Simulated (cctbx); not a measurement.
## Diagnosing a refinement

Cell a = 13.7670 Å, b = 13.7670 Å, c = 4.1970 Å, α = 90.00°, β = 90.00°, γ = 90.00°; space group P4/mbm (no. 127).

Simulated single-crystal data (cctbx): Mo Kα, λ = 0.71073 Å, to d = 0.77 Å, 50 % of the full sphere, strongest reflection 5000 counts, noise from counting, a 6 % proportional error and a noise floor of 4 counts (s.d.); no absorption, and some extinction, which the refinements don't model.

An anisotropic refinement with weights 1/σ² prints:

```text
Rint 0.067, 547 unique reflections to 0.77 A
cycle     R1     wR2    GooF  max shift (A)
   1  0.0490  0.1110   2.333   0.02531
   2  0.0464  0.1053   2.213   0.00031
final R1 0.0464 wR2 0.1053 GooF 2.213  parameters 34  data/parameter 16.1
atom        x        y        z      Ueq    occ   su(xyz)  su(Uiso or U11)
Bi1    0.41909  0.28466  0.00000   0.0016  1.000  0.00006  0.0004
Bi2    0.00000  0.50000  0.00000   0.0029  1.000  0.00000  0.0005
Nd1    0.50000  0.50000  0.50000   0.0027  1.000  0.00000  0.0006
Na1    0.82761  0.67239  0.50000   0.0033  1.000  0.00067  0.0034  NPD
O1     0.50747  0.15821  0.00000   0.0072  1.000  0.00127  0.0079
O2     0.00000  0.50000  0.50000   0.0037  1.000  0.00000  0.0091  NPD
O3     0.27317  0.22683  0.00000   0.0066  1.000  0.00118  0.0065
O4     0.41327  0.31749  0.50000   0.0057  1.000  0.00124  0.0076
difference map: max 20.12 min -2.25 rms 0.91
Q1    0.0592  0.1302  0.0000    8   20.81  2.25 A from Bi1
Q2    0.1185  0.1967  0.0000    8    2.19  2.08 A from Bi1
Q3    0.0799  0.1786  0.1824   16    1.96  2.32 A from O4
Q4    0.0459  0.3011  0.0000    8    1.92  0.77 A from O1
Q5    0.0688  0.8318  0.5000    8    1.85  0.32 A from O4
Q6    0.0304  0.0530  0.0000    8    1.71  2.26 A from Nd1
```

Q: Accept it or mend it, and why?

Mend it. The fault: an atom left out, O at (0.3698, 0.4406, 0). Against the right model at the same level, R1 goes from 0.0214 to 0.0464 and GooF from 0.97 to 2.21 and the top difference peak, 20.8 e/Å³, lies 2.25 Å from Bi1. Q1 is the missing atom. With scattering power missing, scale and phases suffer, so peaks may also grow on the heavy atoms.

The compound is Na2NdBi5O15. The right model at the same level gives:

```text
Rint 0.067, 547 unique reflections to 0.77 A
cycle     R1     wR2    GooF  max shift (A)
   1  0.0265  0.0578   1.221   0.00425
   2  0.0214  0.0459   0.970   0.00006
final R1 0.0214 wR2 0.0459 GooF 0.970  parameters 40  data/parameter 13.7
atom        x        y        z      Ueq    occ   su(xyz)  su(Uiso or U11)
Bi1    0.41912  0.28468  0.00000   0.0018  1.000  0.00002  0.0002
Bi2    0.00000  0.50000  0.00000   0.0034  1.000  0.00000  0.0002
Nd1    0.50000  0.50000  0.50000   0.0030  1.000  0.00000  0.0003
Na1    0.82790  0.67210  0.50000   0.0046  1.000  0.00030  0.0015
O1     0.50642  0.15790  0.00000   0.0074  1.000  0.00055  0.0036
O2     0.36974  0.44084  0.00000   0.0082  1.000  0.00057  0.0035
O3     0.00000  0.50000  0.50000   0.0072  1.000  0.00000  0.0042  NPD
O4     0.27323  0.22677  0.00000   0.0069  1.000  0.00053  0.0029
O5     0.41468  0.31839  0.50000   0.0039  1.000  0.00053  0.0032
difference map: max 1.80 min -1.82 rms 0.47
Q1    0.0851  0.0788  0.5000    8    1.84  1.33 A from O5
Q2    0.0798  0.1518  0.5000    8    1.82  1.67 A from O5
Q3    0.0148  0.0782  0.5000    8    1.81  1.10 A from Nd1
Q4    0.1746  0.3254  0.2682    8    1.74  0.97 A from Na1
Q5    0.1177  0.6177  0.0000    4    1.69  1.80 A from O1
Q6    0.2052  0.2948  0.0000    4    1.69  1.32 A from O4
```

The model was made for the exercise: a known structure type with other elements put in, its volume estimated, not relaxed; displacement parameters are assumed.

[Middle refinement cycles are left out of these outputs.]

[Logs are printed without paths, hosts, clocks, repeated set-up lines and the standing remarks that a program may print on its own settings, such as how far it seeks lower states.]
